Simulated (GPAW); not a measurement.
Consider SnO2 (Cassiterite, P4_2/mnm).

```xyz
6
Lattice="4.7380 0.0000 0.0000 0.0000 4.7380 0.0000 0.0000 0.0000 3.1865" Properties=species:S:1:pos:R:3 pbc="T T T"
Sn    2.3690    2.3690    1.5933
Sn    0.0000    0.0000    0.0000
O     3.8240    0.9140    1.5933
O     3.2830    3.2830    0.0000
O     0.9140    3.8240    1.5933
O     1.4550    1.4550    0.0000
```

Absorber: atom 3, with 3 Sn at 2.05 Å (distorted trigonal planar, site symmetry m2m). Method: GPAW, PBE, full core hole (charged cell), 12-atom cell with 5.7 Å between holes, 4×4×4 k points, dipole transitions, Gaussian full width 0.9 eV up to 4 eV, rising linearly to 3.5 eV at 25 eV.

**Question.** Predict the near-edge structure at the O K edge.

Main maxima up to 24 eV above the zero (height): 4.1 eV (2.42) and 9.6 eV (2.75). A K edge sees empty p states on the absorber. The total-energy difference plus the lowest empty eigenvalue puts the zero at 537.43 eV. One term is added: -8.91 eV, since the hole is spin-paired here and a spin-polarised one costs that much less in the free atom (computed apart). The photon energy is then 528.52 eV. The functional and the charged cell's background leave an error of a few eV in such absolute values.

The O K spectrum (energy from the lowest empty level; intensity scaled to a mean of 1 over the first 20 eV; polarised curves are means over the symmetry-equivalent atoms):

```csv
E (eV),isotropic,ε ⊥ c,ε ∥ c
-2.0,0.00,0.00,0.00
-1.5,0.00,0.00,0.00
-1.0,0.00,0.00,0.00
-0.5,0.00,0.00,0.00
0.0,0.00,0.00,0.00
0.5,0.01,0.01,0.02
1.0,0.09,0.08,0.11
1.5,0.15,0.14,0.17
2.0,0.25,0.22,0.30
2.5,0.79,0.67,1.03
3.0,1.17,1.08,1.37
3.5,1.57,1.24,2.25
4.0,2.40,1.64,3.93
4.5,1.98,1.24,3.48
5.0,1.39,0.92,2.32
5.5,0.91,0.74,1.25
6.0,0.65,0.63,0.67
6.5,0.81,0.78,0.87
7.0,1.18,1.03,1.47
7.5,1.48,1.31,1.81
8.0,1.59,1.46,1.85
8.5,1.85,1.72,2.10
9.0,2.39,2.37,2.43
9.5,2.74,2.98,2.27
10.0,2.59,3.05,1.66
10.5,2.19,2.70,1.17
11.0,1.81,2.22,1.00
11.5,1.43,1.67,0.93
12.0,1.00,1.11,0.78
12.5,0.65,0.68,0.58
13.0,0.45,0.45,0.43
13.5,0.36,0.37,0.33
14.0,0.32,0.35,0.27
14.5,0.30,0.34,0.22
15.0,0.29,0.33,0.22
15.5,0.31,0.34,0.26
16.0,0.36,0.37,0.34
16.5,0.42,0.41,0.42
17.0,0.48,0.48,0.48
17.5,0.55,0.57,0.52
18.0,0.61,0.65,0.53
18.5,0.65,0.71,0.54
19.0,0.67,0.74,0.55
19.5,0.68,0.73,0.56
20.0,0.66,0.71,0.56
20.5,0.66,0.70,0.58
21.0,0.66,0.70,0.59
21.5,0.69,0.72,0.62
22.0,0.72,0.75,0.67
22.5,0.76,0.78,0.73
23.0,0.81,0.79,0.83
23.5,0.84,0.79,0.95
24.0,0.89,0.79,1.08
24.5,0.94,0.79,1.23
25.0,0.99,0.80,1.36
25.5,1.04,0.83,1.47
26.0,1.08,0.86,1.53
26.5,1.10,0.88,1.53
27.0,1.08,0.89,1.48
27.5,1.05,0.89,1.38
28.0,1.01,0.88,1.27
28.5,0.98,0.89,1.16
29.0,0.98,0.93,1.09
29.5,1.02,0.99,1.08
30.0,1.09,1.08,1.12
30.5,1.19,1.19,1.19
31.0,1.30,1.30,1.28
31.5,1.38,1.40,1.34
32.0,1.42,1.46,1.35
```

The holes are only 5.7 Å apart, so the shape is probably not converged with cell size; no larger cell was run here. The mesh is coarse (0.34 Å⁻¹ between points), so small maxima may be mesh ripples. The structure is a published determination, not relaxed.

[Banner, clock and machine lines of the logs are left out without a mark of their own.]

[Logs are printed without paths, hosts, clocks, repeated set-up lines and the standing remarks that a program may print on its own settings, such as how far it seeks lower states.]

[Hosts, paths, dates, database ids (printed as entryN), source tags and the programs' standing remarks are cut or masked in the printed files.]

[Lists of maxima count a maximum above −3 eV only where it reaches 4 % of the highest in the window and stands out from its surroundings by 2 % of it (1.5 % where it reaches 55 %); shoulders and weaker maxima are passed over, and of the rest the first, up to two pre-edge ones and the few strongest are named.]
